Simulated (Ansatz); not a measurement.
# CsIrF3 (cubic perovskite) (Pm-3m): how robust is the cRPA U?

Wanted: the sensitivity and cost of U and J for CsIrF3 (cubic perovskite) (Pm-3m).

Program: Ansatz 0.2.0. Level of theory: constrained RPA on PBEsol, plane waves, PAW. Results are calculated unless marked as measured.

Most raw output is cut from this account.

The structure was built from a prototype and need not be the compound's stable phase.

## (1) The starting structure

The structure is cubic, space group Pm-3m (No. 221). The conventional cell has a = 4.311 Å, b = 4.311 Å, c = 4.311 Å, α = 90.00°, β = 90.00°, γ = 90.00°. Nearest to Cs lie 12 F at 3.05 Å. Ir has 6 F at 2.16 Å nearest. Nearest to F lie 2 Ir at 2.16 Å and 4 Cs at 3.05 Å. Farther neighbours and most contacts between anions are not listed.

The structure was relaxed with PBEsol. The structure type comes from a generator and need not be one that this composition takes. The structure was generated from a model, not taken from a measurement. The runs that relaxed it are not among those shown. The program's search for lower electronic states was switched off, so nothing shows that the state found is the lowest. Spin-orbit coupling is left out unless a step names it. The default PAW set here is soft_2. Its files were made with PBE.

## (2) Base: Ir d, bands v4 to c1, 4×4×4 mesh, medium accuracy

Constrained RPA screens the interaction with every transition except those inside the target bands, which a later many-body model would treat itself.

Contents of input.yaml:

```yaml
crystal:
  lattice:
    - [0.0, -4.31132543, 0.0]
    - [0.0, 0.0, 4.31132543]
    - [-4.31132543, 0.0, 0.0]
  atoms:
    - { symbol: Cs, position: [0.0, 0.0, 0.0] }
    - { symbol: Ir, position: [0.5, 0.5, 0.5] }
    - { symbol: F, position: [0.5, 0.5, 0.0] }
    - { symbol: F, position: [0.5, 0.0, 0.5] }
    - { symbol: F, position: [0.0, 0.5, 0.5] }
kpoints:
  mp_grid: { grid: [6, 6, 6] }
hamiltonian:
  xc: pbesol
scf:
  occupations: { method: gaussian, width: 0.08 }
  n_extra_bands: 19
  max_iter: 150
  lower_state_search: "off"
output:
  crpa:
    kmesh: [4, 4, 4]
    target_bands: [v4, c1]
    projections: [{ species: Ir, l: d, shell: 5 }]
  local_orbitals:
    kmesh: [8, 8, 8]
    orbitals: [{ species: Ir, l: d, shell: 5 }]
    window: { bands: [v4, c1] }
    seedname: lo
```

Run with:

```console
$ ansatz run input.yaml --threads 4 --pin off --max-ram 9216MiB --backend cpu --events-out ev --progress --plain --runs-dir out
```

Wall time 1.9 min (4 threads of AMD EPYC 9R45, shared host); peak memory 0.73 GiB.

This step gave:

* U: 4.735 eV
* U prime (inter-orbital): 3.984 eV
* J: 0.3533 eV
* bare V: 13.32 eV
* bare J: 0.4871 eV
* stated bound on U: 0.01115 eV
* U over bare V: 0.3554
* electrons in the window: 7.000
* head of the constrained inverse dielectric matrix: 0.3352
* least eigenvalue of the projection's overlap: 0.6388
* target functions: 5
* bands in the sums: 50
* r.m.s. miss of the model bands: 1.68e-4 eV
* width of the target bands: 4.321 eV
* weight of the projected orbitals in the window: 0.8359

On the Ir d shell, screening brings the on-site interaction from 13.3 eV down to U = 4.73 eV.

## (3) Changed: 2×2×2 mesh

input.yaml: that of step 2 with these lines changed.

```diff
@@ -22,9 +22,4 @@
   crpa:
-    kmesh: [4, 4, 4]
+    kmesh: [2, 2, 2]
     target_bands: [v4, c1]
     projections: [{ species: Ir, l: d, shell: 5 }]
-  local_orbitals:
-    kmesh: [8, 8, 8]
-    orbitals: [{ species: Ir, l: d, shell: 5 }]
-    window: { bands: [v4, c1] }
-    seedname: lo
```

Run time: 15 s. Hardware: 4 threads; peak memory 0.63 GiB; 22 s of CPU time.

This step gave:

| Quantity | Value |
| --- | --- |
| U | 4.979 eV |
| U prime (inter-orbital) | 4.214 eV |
| J | 0.3608 eV |
| bare V | 13.63 eV |
| bare J | 0.4961 eV |
| stated bound on U | 0.01035 eV |
| U over bare V | 0.3653 |
| electrons in the window | 7.000 |
| head of the constrained inverse dielectric matrix | 0.3110 |
| least eigenvalue of the projection's overlap | 0.6388 |
| target functions | 5 |
| bands in the sums | 50 |
| width of the target bands | 4.321 eV |
| weight of the projected orbitals in the window | 0.8359 |

On the Ir d shell, screening brings the on-site interaction from 13.6 eV down to U = 4.98 eV.

## (4) Changed: smooth pair densities

input.yaml: that of step 3 with these lines changed.

```diff
@@ -22,4 +22,5 @@
   crpa:
-    kmesh: [2, 2, 2]
+    kmesh: [4, 4, 4]
     target_bands: [v4, c1]
     projections: [{ species: Ir, l: d, shell: 5 }]
+    pair_densities: pseudo
```

The job ended after 1.9 min (4 threads; peak memory 0.63 GiB).

This step gave:

- U: 4.763 eV
- U prime (inter-orbital): 3.986 eV
- J: 0.3667 eV
- bare V: 13.32 eV
- bare J: 0.4871 eV
- stated bound on U: 0.005500 eV
- U over bare V: 0.3576
- electrons in the window: 7.000
- head of the constrained inverse dielectric matrix: 0.3357
- least eigenvalue of the projection's overlap: 0.6388
- target functions: 5
- bands in the sums: 50
- width of the target bands: 4.321 eV
- weight of the projected orbitals in the window: 0.8359

On the Ir d shell, screening brings the on-site interaction from 13.3 eV down to U = 4.76 eV.

## (5) Changed: accuracy high

input.yaml: that of step 4 with these lines changed.

```diff
@@ -25,2 +25,2 @@
     projections: [{ species: Ir, l: d, shell: 5 }]
-    pair_densities: pseudo
+    accuracy: high
```

It took 2.8 min on 4 threads; peak memory 0.86 GiB; 5.1 min of CPU time.

Numbers from this step:

```
U                                                 : 4.737 eV
U prime (inter-orbital)                           : 3.986 eV
J                                                 : 0.3535 eV
bare V                                            : 13.32 eV
bare J                                            : 0.4871 eV
stated bound on U                                 : 4.99e-4 eV
U over bare V                                     : 0.3556
electrons in the window                           : 7.000
head of the constrained inverse dielectric matrix : 0.3352
least eigenvalue of the projection's overlap      : 0.6388
target functions                                  : 5
bands in the sums                                 : 50
width of the target bands                         : 4.321 eV
weight of the projected orbitals in the window    : 0.8359
```

On the Ir d shell, screening brings the on-site interaction from 13.3 eV down to U = 4.74 eV.

## (6) Changed: a wide Fermi-Dirac smearing

input.yaml: that of step 5 with these lines changed.

```diff
@@ -16,3 +16,3 @@
 scf:
-  occupations: { method: gaussian, width: 0.08 }
+  occupations: { method: fermi_dirac, width: 1.0 }
   n_extra_bands: 19
@@ -25,2 +25 @@
     projections: [{ species: Ir, l: d, shell: 5 }]
-    accuracy: high
```

Run time: 2.5 s. Hardware: 4 threads; peak memory 0.54 GiB.

The self-consistent loop converged; the step after it was not made. The program's words: cRPA refused: cRPA: band v10 at k-index 0 must be full below output.crpa.target_bands = [v4, c1] or empty above, but its occupation deviates by 2.71e-3 of a full band (tolerance 1e-3). Include the band in the window or, for the tail of a fermi_dirac temperature, lower scf.occupations.width or leave the width out

The fault put into this input: a wide Fermi-Dirac smearing.

## (7) Changed: volume -6 %

The cell differs from the one that the last finished run ended in (a 4.311 → 4.223 Å, b 4.311 → 4.223 Å, c 4.311 → 4.223 Å).

input.yaml: that of step 6 with these lines changed.

```diff
@@ -2,5 +2,5 @@
   lattice:
-    - [0.0, -4.31132543, 0.0]
-    - [0.0, 0.0, 4.31132543]
-    - [-4.31132543, 0.0, 0.0]
+    - [0.0, -4.2233145014, 0.0]
+    - [0.0, 0.0, 4.2233145014]
+    - [-4.2233145014, 0.0, 0.0]
   atoms:
@@ -16,3 +16,3 @@
 scf:
-  occupations: { method: fermi_dirac, width: 1.0 }
+  occupations: { method: gaussian, width: 0.08 }
   n_extra_bands: 19
@@ -25 +25,6 @@
     projections: [{ species: Ir, l: d, shell: 5 }]
+  local_orbitals:
+    kmesh: [8, 8, 8]
+    orbitals: [{ species: Ir, l: d, shell: 5 }]
+    window: { bands: [v4, c1] }
+    seedname: lo
```

Run time: 1.8 min. Hardware: 4 threads; peak memory 0.73 GiB.

Numbers from this step:

```yaml
u: 4.702 eV
u_prime_inter_orbital: 3.956 eV
j: 0.3521 eV
bare_v: 13.30 eV
bare_j: 0.4841 eV
stated_bound_on_u: 0.01064 eV
u_over_bare_v: 0.3537
electrons_in_the_window: 7.000
head_of_the_constrained_inverse_dielectric_matrix: 0.3258
least_eigenvalue_of_the_projection_s_overlap: 0.6331
target_functions: 5
bands_in_the_sums: 50
r_m_s_miss_of_the_model_bands: 2.27e-4 eV
width_of_the_target_bands: 4.836 eV
weight_of_the_projected_orbitals_in_the_window: 0.8295
```

On the Ir d shell, screening brings the on-site interaction from 13.3 eV down to U = 4.70 eV.

## (8) Changed: PBE

This step: constrained RPA on PBE, plane waves, PAW.

input.yaml, the sections that differ from step 7:

```yaml
crystal:
  lattice:
    - [0.0, -4.31132543, 0.0]
    - [0.0, 0.0, 4.31132543]
    - [-4.31132543, 0.0, 0.0]
  atoms:
    - { symbol: Cs, position: [0.0, 0.0, 0.0] }
    - { symbol: Ir, position: [0.5, 0.5, 0.5] }
    - { symbol: F, position: [0.5, 0.5, 0.0] }
    - { symbol: F, position: [0.5, 0.0, 0.5] }
    - { symbol: F, position: [0.0, 0.5, 0.5] }
hamiltonian:
  xc: pbe
output:
  crpa:
    kmesh: [4, 4, 4]
    target_bands: [v4, c1]
    projections: [{ species: Ir, l: d, shell: 5 }]
# kpoints, scf: as in step 7
```

Wall time 1.7 min (4 threads); peak memory 0.72 GiB; 2.7 min of CPU time.

Numbers from this step:

| Quantity | Value |
| --- | --- |
| U | 4.832 eV |
| U prime (inter-orbital) | 4.075 eV |
| J | 0.3578 eV |
| bare V | 13.40 eV |
| bare J | 0.4922 eV |
| stated bound on U | 0.01144 eV |
| U over bare V | 0.3605 |
| electrons in the window | 7.000 |
| head of the constrained inverse dielectric matrix | 0.3411 |
| least eigenvalue of the projection's overlap | 0.6449 |
| target functions | 5 |
| bands in the sums | 50 |
| width of the target bands | 4.357 eV |
| weight of the projected orbitals in the window | 0.8390 |

On the Ir d shell, screening brings the on-site interaction from 13.4 eV down to U = 4.83 eV.

## (9) Side by side

Times are wall times on 4 threads of AMD EPYC 9R45, shared host. The host was busy with other work, so they are no guide to cost.

| run | bare V (eV) | U (eV) | J (eV) | bound on U (eV) | width (eV) | time |
| --- | --- | --- | --- | --- | --- | --- |
| target window | 13.32 | 4.735 | 0.353 | 0.0111 | 4.32 | 1.9 min |
| 2×2×2 mesh | 13.63 | 4.979 | 0.361 | 0.0103 | 4.32 | 15 s |
| smooth pair densities | 13.32 | 4.763 | 0.367 | 0.0055 | 4.32 | 1.9 min |
| accuracy high | 13.32 | 4.737 | 0.353 | 0.0005 | 4.32 | 2.8 min |
| volume -6 % | 13.30 | 4.702 | 0.352 | 0.0106 | 4.84 | 1.8 min |
| PBE | 13.40 | 4.832 | 0.358 | 0.0114 | 4.36 | 1.7 min |

## (10) Results

```json
{
  "target window": "U 4.73 eV, J 0.35 eV",
  "2×2×2 mesh": "U 4.98 eV, J 0.36 eV",
  "smooth pair densities": "U 4.76 eV, J 0.37 eV",
  "accuracy high": "U 4.74 eV, J 0.35 eV",
  "volume -6 %": "U 4.70 eV, J 0.35 eV",
  "PBE": "U 4.83 eV, J 0.36 eV"
}
```

2×2×2 mesh moves U by +0.24 eV at 0.13 times the time. Smooth pair densities moves U by +0.03 eV. Accuracy high moves U by +0.002 eV (within the solver's bounds, for the mean over orbitals). Volume -6 % moves U by −0.03 eV. PBE moves U by +0.10 eV. The printed bound covers the solver alone, not the mesh, and no denser mesh than the base was run. The parent state is non-magnetic and the interaction static (zero frequency); U depends on the window and the orbitals, so it belongs to this model alone. Spin-orbit coupling, which is strong for atoms this heavy, is left out.

[Paths, hosts, dates, memory and timing lines, banners, echoed tables and standing remarks are left out of the program output.]

[Logs are printed without paths, hosts, clocks, repeated set-up lines and the standing remarks that a program may print on its own settings, such as how far it seeks lower states.]

[Runs of the session that timed out or met a known fault of the program may be left out.]

[Hosts, paths, dates, database ids (printed as entryN), source tags and the programs' standing remarks are cut or masked in the printed files.]
